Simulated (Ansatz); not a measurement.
## Ab initio dynamics of molten Ge19.7S70.5Sb9.8 (122 atoms)

What local order and mobility does Ge19.7S70.5Sb9.8 (122 atoms) show in DFT dynamics?

Method: Kohn-Sham DFT, PBE+D3(BJ), PAW (set soft_2), plane waves, in Ansatz 0.2.0.

### Step 1. Starting point

The cell holds 122 atoms: 24 Ge, 86 S and 12 Sb. Its edges and angles: a = 14.871 Å, b = 14.871 Å, c = 14.871 Å, α = 90.0°, β = 90.0°, γ = 90.0°. 122 atoms (24 Ge, 86 S, 12 Sb) packed at random in a cube at 3.01 g/cm³ and pushed apart as soft spheres; a start for melting by ab initio MD, not an equilibrated structure. The starting density is a measured one.

What the set-up can't give: The Brillouin zone is sampled at Γ only, in a cell whose shortest periodic width is 15 Å. Spin–orbit coupling is left out, which matters for the levels of the heavy elements.

### Step 2. Single point at the start

A single point comes first, to see the forces before anything moves.

File input.yaml:

```yaml
crystal:
  lattice:
    - [14.8711, 0.0, 0.0]
    - [0.0, 14.8711, 0.0]
    - [0.0, 0.0, 14.8711]
  atoms:
    - { symbol: Ge, position: [0.85092, 0.0205, 0.92189] }
    - { symbol: Ge, position: [0.6762, 0.91815, 0.041] }
    - { symbol: Ge, position: [0.99777, 0.44614, 0.08947] }
    - { symbol: Ge, position: [0.65713, 0.17996, 0.33258] }
    [... 112 atom lines left out ...]
    - { symbol: Sb, position: [0.64532, 0.19577, 0.15634] }
    - { symbol: Sb, position: [0.06822, 0.70908, 0.7971] }
    - { symbol: Sb, position: [0.1277, 0.86837, 0.49482] }
    - { symbol: Sb, position: [0.50534, 0.60929, 0.95277] }
    - { symbol: Sb, position: [0.98047, 0.04116, 0.59691] }
    - { symbol: Sb, position: [0.70695, 0.09359, 0.00363] }
kpoints:
  mp_grid: { grid: [1, 1, 1] }
hamiltonian:
  xc: pbe
  dispersion: d3bj
scf:
  occupations: { method: fermi_dirac, width: 0.138 }
output:
  forces: true
```

Command:

```
> ansatz run input.yaml --threads 32 --pin off --max-ram 143360MiB --backend cuda --events-out ev --progress --plain --runs-dir out
```

The job ended after 2.7 s (1 × NVIDIA GB200 with 32 threads of Arm Neoverse V2, shared host; peak memory 1.7 GiB; 5.9 s of CPU time).

That memory is the host's; the program planned up to 7.5 GiB on the GPU. Forces of this run were stored rounded, and per-atom blocks of the log weren't kept.

The program notes that the dispersion model switches parameters near this geometry.

Read from the output:

| Property | Result |
| --- | --- |
| free energy | -258417.2038 eV |
| free energy per atom | -2118.1738 eV/atom |
| SCF cycles | 8 |
| r.m.s. force component | 0.7148 eV/Å |
| longest force | 2.78 eV/Å |
| Fermi energy | 4.384 eV |

The r.m.s. force component of 0.71 eV/Å sets the starting point.

Length of the force by element:

```
element  coordination  atoms  mean length of the force (eV/Å)  spread  least  most
     Ge           all     24                            0.867   0.547  0.117  2.78
      S           all     86                             1.17   0.529  0.169  2.77
     Sb           all     12                             1.18   0.567  0.586  2.36
```

### Step 3. Melting at 1600 K

The random start is held at a high temperature, to make it forget its packing.

Changes to input.yaml since step 2:

```diff
@@ -16 +16,8 @@
   forces: true
+md:
+  timestep: 3
+  n_steps: 340
+  ensemble: nvt_langevin
+  temperature: 1600
+  initial_velocities: maxwell_boltzmann
+  seed: 7535
```

The job ended after 4.1 min (1 × NVIDIA GB200 with 32 threads; peak memory 1.9 GiB; 15 min of CPU time).

That memory is the host's.

The program notes that it switched symmetry off.

The trajectory, sampled:

```
time (fs)  T (K)  potential (meV/atom)
      0.0   1587                   0.0
     72.0   2526                -281.2
    132.0   2285                -326.2
    204.0   2040                -356.3
    276.0   1665                -386.3
    336.0   1671                -398.6
    408.0   1589                -413.4
    480.0   1597                -398.2
    540.0   1700                -426.8
    612.0   1593                -418.1
    684.0   1656                -427.3
    744.0   1658                -434.3
    816.0   1575                -437.5
    888.0   1619                -432.9
    948.0   1625                -436.5
   1020.0   1718                -450.2
```

Mean square displacement from the first frame to the last: Ge 4.6 Å², S 6.4 Å², Sb 3.2 Å².

Mean square displacement against time lag:

```
time lag (fs)  Ge (Å²)   S (Å²)  Sb (Å²)
            3   5.5e-4  0.00124   3.2e-4
           24   0.0326   0.0701   0.0189
           45    0.102    0.204   0.0599
           66    0.194    0.361    0.115
           87    0.298    0.523    0.179
          108    0.408    0.684    0.248
          129    0.522    0.839    0.320
          150    0.639    0.987    0.394
          171    0.756     1.13    0.469
          192    0.870     1.27    0.543
          213    0.980     1.40    0.617
          234     1.09     1.52    0.689
          255     1.19     1.64    0.762
          276     1.29     1.76    0.833
          297     1.38     1.87    0.903
          318     1.47     1.98    0.973
          339     1.56     2.09     1.04
          360     1.64     2.19     1.11
          381     1.73     2.30     1.18
          402     1.81     2.40     1.25
          423     1.89     2.51     1.31
          444     1.97     2.61     1.37
          465     2.05     2.71     1.43
          486     2.14     2.82     1.49
          510     2.25     2.93     1.56
```

From 273 steps of 3.0 fs, resolution about 41 cm-1. Table of vibrational density of states by wavenumber; read off at these points; values in 1e-3 per cm⁻¹:

```
wavenumber (cm⁻¹)       Ge       S       Sb
                0    0.853    1.81    0.684
               41     1.02    2.14    0.636
               61     1.07    2.35    0.548
               82    0.981    2.41    0.441
              122    0.623    2.18    0.295
              163     0.41    1.91    0.246
              204    0.316    1.36    0.166
              244    0.299    1.09    0.105
              285    0.161   0.828   0.0803
              326     0.13   0.705   0.0465
              367      0.1   0.561   0.0324
              407   0.0627    0.51   0.0266
              448   0.0449   0.421    0.019
              489   0.0322   0.339   0.0142
              530   0.0258   0.233   0.0133
              570   0.0228   0.173   0.0118
              611   0.0216    0.15   0.0114
              652   0.0183   0.115  0.00699
              692   0.0124  0.0795  0.00668
              733   0.0104  0.0646  0.00596
              754   0.0115  0.0617  0.00509
              794   0.0133  0.0556  0.00435
              835   0.0107  0.0456  0.00383
              876  0.00952  0.0407  0.00375
              916  0.00939  0.0373  0.00362
              957  0.00891  0.0301  0.00396
              998  0.00636  0.0258   0.0038
             1039  0.00722  0.0259  0.00347
             1079  0.00721  0.0229  0.00407
             1120  0.00573  0.0232  0.00368
             1161   0.0054  0.0186  0.00294
             1202  0.00518  0.0188  0.00244
             1242  0.00435  0.0197  0.00238
             1283  0.00414  0.0169  0.00236
             1324  0.00415  0.0138  0.00246
             1364  0.00364  0.0131  0.00184
             1405  0.00378  0.0132  0.00176
             1446  0.00337  0.0124  0.00152
             1487  0.00316  0.0113   0.0021
```

Over the second half of 1020 fs the temperature averages 1658 K with swings of 90 K r.m.s. From first frame to last S has the largest mean square displacement, 6.4 Å² at the end; the farthest move is 4.63 Å. By the end of the lags followed (0.51 ps), the least mobile element has a mean square displacement of 1.6 Å², too little over such short lags to show that the memory of the start is lost. The vibrational density of states (Ge) has its highest peak at 61.1 cm⁻¹. The Langevin noise broadens this spectrum and gives it a smooth tail at high frequency. The run spans 1.02 ps, too short for its means to be equilibrium values.

### Step 4. Liquid at 1200 K

The hot cell is sampled with a Nosé–Hoover thermostat, which disturbs diffusion little, and with stress on.

File input.yaml:

```yaml
crystal:
  lattice:
    - [14.8711, 0.0, 0.0]
    - [0.0, 14.8711, 0.0]
    - [0.0, 0.0, 14.8711]
  atoms:
    - { symbol: Ge, position: [0.85977, 0.00774, 0.88167] }
    - { symbol: Ge, position: [0.62985, 0.87672, 0.01622] }
    - { symbol: Ge, position: [0.0978, 0.43768, 0.05815] }
    - { symbol: Ge, position: [0.57209, 0.93733, 0.34452] }
    [... 112 atom lines left out ...]
    - { symbol: Sb, position: [0.56545, 0.19045, 0.19236] }
    - { symbol: Sb, position: [0.05606, 0.52424, 0.83192] }
    - { symbol: Sb, position: [0.10597, 0.82569, 0.49808] }
    - { symbol: Sb, position: [0.66026, 0.62522, 0.93937] }
    - { symbol: Sb, position: [0.95278, 0.98188, 0.68165] }
    - { symbol: Sb, position: [0.70451, 0.10899, 0.0136] }
kpoints:
  mp_grid: { grid: [1, 1, 1] }
hamiltonian:
  xc: pbe
  dispersion: d3bj
scf:
  occupations: { method: fermi_dirac, width: 0.103 }
output:
  forces: true
  stress: true
md:
  timestep: 3
  n_steps: 370
  ensemble: nvt_nose_hoover
  temperature: 1200
  initial_velocities: maxwell_boltzmann
  seed: 1677
```

Elapsed: 4.4 min, on 1 × NVIDIA GB200 with 32 threads; peak memory 1.9 GiB; 18 min of CPU time.

That memory is the host's.

The program notes that the SCF threshold is loose for the stress.

Rows from the run:

```
time (fs)  T (K)  potential (meV/atom)  conserved (meV/atom)
      0.0   1200                   0.0                  0.00
     72.0   1365                 -29.3                 -0.04
    156.0   1183                 -35.7                 -0.11
    222.0   1429                 -80.6                 -0.17
    288.0   1343                 -90.5                 -0.41
    372.0   1069                 -71.2                 -0.18
    444.0   1081                 -77.1                 -0.30
    516.0   1258                 -94.1                 -0.30
    600.0   1322                 -87.7                 -0.28
    666.0   1284                 -72.3                 -0.16
    732.0   1280                 -73.5                 -0.11
    816.0   1169                 -92.3                 -0.31
    888.0   1090                 -89.6                 -0.21
    960.0   1048                 -81.7                 -0.21
   1044.0   1129                 -77.7                 -0.17
   1110.0   1233                 -79.7                 -0.16
```

Mean square displacement from the first frame to the last: Ge 4.2 Å², S 5.1 Å², Sb 4.5 Å².

The mean square displacement by time lag:

```
time lag (fs)  Ge (Å²)  S (Å²)  Sb (Å²)
            3   3.5e-4  8.9e-4   2.1e-4
           24   0.0216  0.0526   0.0134
           48   0.0778   0.175   0.0503
           72    0.154   0.321    0.105
           93    0.229   0.455    0.164
          117    0.322   0.607    0.241
          141    0.420   0.757    0.327
          162    0.507   0.888    0.408
          186    0.605    1.03    0.505
          210    0.704    1.17    0.606
          231    0.788    1.29    0.699
          255    0.884    1.43    0.809
          279    0.978    1.56    0.925
          300     1.06    1.67     1.03
          324     1.15    1.79     1.15
          348     1.25    1.92     1.27
          369     1.32    2.02     1.38
          393     1.40    2.14     1.51
          417     1.48    2.25     1.64
          438     1.54    2.35     1.76
          462     1.60    2.45     1.89
          486     1.65    2.56     2.03
          507     1.69    2.65     2.15
          531     1.73    2.75     2.29
          555     1.77    2.84     2.43
```

From 297 steps of 3.0 fs, resolution about 37 cm-1. Table of vibrational density of states by wavenumber; read off at these points; values in 1e-3 per cm⁻¹:

```
wavenumber (cm⁻¹)       Ge        S       Sb
              0.0    0.998     2.38     1.08
             37.4     1.14     2.65    0.872
             50.0     1.10     2.72    0.769
             56.2     1.08     2.75    0.718
            100.0    0.730     2.39    0.341
            150.0    0.439     2.19    0.148
            200.0    0.250     1.55   0.0715
            250.0    0.205     1.29   0.0628
            300.0    0.174    0.943   0.0510
            350.0    0.109    0.589   0.0181
            400.0   0.0508    0.432  0.00673
            450.0   0.0155    0.474  0.00369
            500.0   0.0102    0.341  0.00255
            550.0  0.00676    0.141  0.00156
            600.0  0.00348   0.0607   6.3e-4
            650.0  0.00263   0.0279   4.6e-4
            700.0  0.00218   0.0142   1.9e-4
            750.0   8.3e-4   0.0114   1.5e-4
            800.0   6.0e-4  0.00676   6.8e-5
            850.0   4.3e-4  0.00627   3.7e-5
            900.0   1.9e-4  0.00494   2.3e-5
            950.0   9.9e-5  0.00528   1.4e-5
           1000.0   1.2e-4  0.00412   5.9e-6
           1050.0   5.8e-5  0.00292   4.9e-6
           1100.0   4.1e-5  0.00184   2.4e-6
           1150.0   2.7e-5   9.3e-4   1.7e-6
           1200.0   1.5e-5   3.6e-4   1.1e-6
           1250.0   1.0e-5   2.6e-4        0
```

Over the second half of 1110 fs the temperature averages 1222 K with swings of 89 K r.m.s. The conserved energy stays within 0.42 meV/atom. From first frame to last S has the largest mean square displacement, 5.1 Å² at the end; the farthest move is 5.01 Å. By the end of the lags followed (0.56 ps), the least mobile element has a mean square displacement of 1.8 Å², too little over such short lags to show that the memory of the start is lost. The slope of the later half of the mean square displacement gives diffusion coefficients of about 7.8e-5 cm²/s (S); over so short a run these are rough. The vibrational density of states (Ge) has its highest peak at 37.4 cm⁻¹. The run spans 1.11 ps, too short for its means to be equilibrium values.

### Step 5. Distances and neighbours late in the run

The g(r) is a mean over the second half.

Density 3.01 g/cm³, 26.96 Å³ an atom.

Mean of 14 frames. Pair distribution functions g(r), in bins of 0.2 Å:

```
r (Å)  total   S-S  S-Ge  S-Sb  Ge-Ge  Ge-Sb  Sb-Sb
 1.80   0.08  0.15  0.00  0.00   0.00   0.00   0.00
 2.00   0.85  1.61  0.17  0.00   0.00   0.00   0.00
 2.20   0.96  0.77  1.98  0.22   0.00   0.00   0.00
 2.40   1.22  0.23  2.86  2.25   0.05   0.00   0.00
 2.60   0.99  0.12  2.02  2.63   0.10   0.00   0.00
 2.80   0.75  0.26  1.34  1.73   0.00   0.16   0.00
 3.00   0.83  0.65  1.05  1.40   0.28   0.28   0.00
 3.20   0.92  0.94  0.90  1.08   0.63   0.60   0.50
 3.40   1.19  1.34  0.98  1.03   1.12   1.59   0.65
 3.60   1.27  1.54  0.91  0.80   1.48   1.82   1.60
 3.80   1.25  1.48  0.91  0.82   1.38   2.07   0.82
 4.00   1.15  1.33  0.87  0.82   1.28   1.83   0.90
 4.20   1.00  1.03  0.89  0.85   1.29   1.45   1.85
 4.40   0.86  0.93  0.74  0.66   1.02   1.29   1.28
 4.60   0.89  0.94  0.85  0.59   1.17   1.12   1.30
 4.80   0.90  0.92  0.89  0.77   0.92   1.06   0.73
 5.00   0.89  0.92  0.89  0.77   0.88   0.91   0.87
 5.20   1.02  1.02  1.06  0.94   1.00   1.03   1.16
 5.40   0.99  0.94  1.07  1.08   0.91   0.87   1.29
 5.60   1.02  1.00  1.04  1.21   0.68   0.86   0.96
 5.80   1.04  0.99  1.04  1.25   0.90   0.91   1.15
 6.00   1.04  0.98  1.16  1.17   0.81   0.86   1.09
 6.20   1.02  0.96  1.12  1.20   0.82   0.73   0.88
 6.40   1.01  0.99  1.03  1.17   0.89   0.92   0.44
 6.60   1.02  0.99  1.00  1.18   1.14   1.03   0.68
 6.80   1.02  1.04  0.96  1.02   1.17   1.03   0.51
 7.00   1.00  1.00  1.01  1.00   1.07   0.90   0.75
 7.20   1.01  1.00  1.04  0.96   1.07   1.09   0.75
```

### Step 6. Summary of results

```
mean temperature, second half (liquid at 1200 K)                                : 1222 K
temperature swing, second half (liquid at 1200 K)                               : 89 K
mean pressure, second half (liquid at 1200 K)                                   : 0.0573 GPa
slope of the conserved energy against time, by least squares (liquid at 1200 K) : -0.1294 meV/atom/ps
wall time of the 3 DFT runs                                                     : 8.5 min
```

**Reading.** Melting at 1600 K: by the end of the lags followed (0.51 ps), the least mobile element has a mean square displacement of 1.6 Å², too little over such short lags to show that the memory of the start is lost. Liquid at 1200 K: by the end of the lags followed (0.56 ps), the least mobile element has a mean square displacement of 1.8 Å², too little over such short lags to show that the memory of the start is lost. Liquid at 1200 K: the slope of the later half of the mean square displacement gives diffusion coefficients of about 7.8e-5 cm²/s (S); over so short a run these are rough.

**Limits.** The program warns that the dispersion model switches its C6 values near this geometry, which can put artefacts into forces and pressure.

[Logs are printed without paths, hosts, clocks, repeated set-up lines and the standing remarks that a program may print on its own settings, such as how far it seeks lower states.]

[Hosts, paths, dates, database ids (printed as entryN), source tags and the programs' standing remarks are cut or masked in the printed files.]
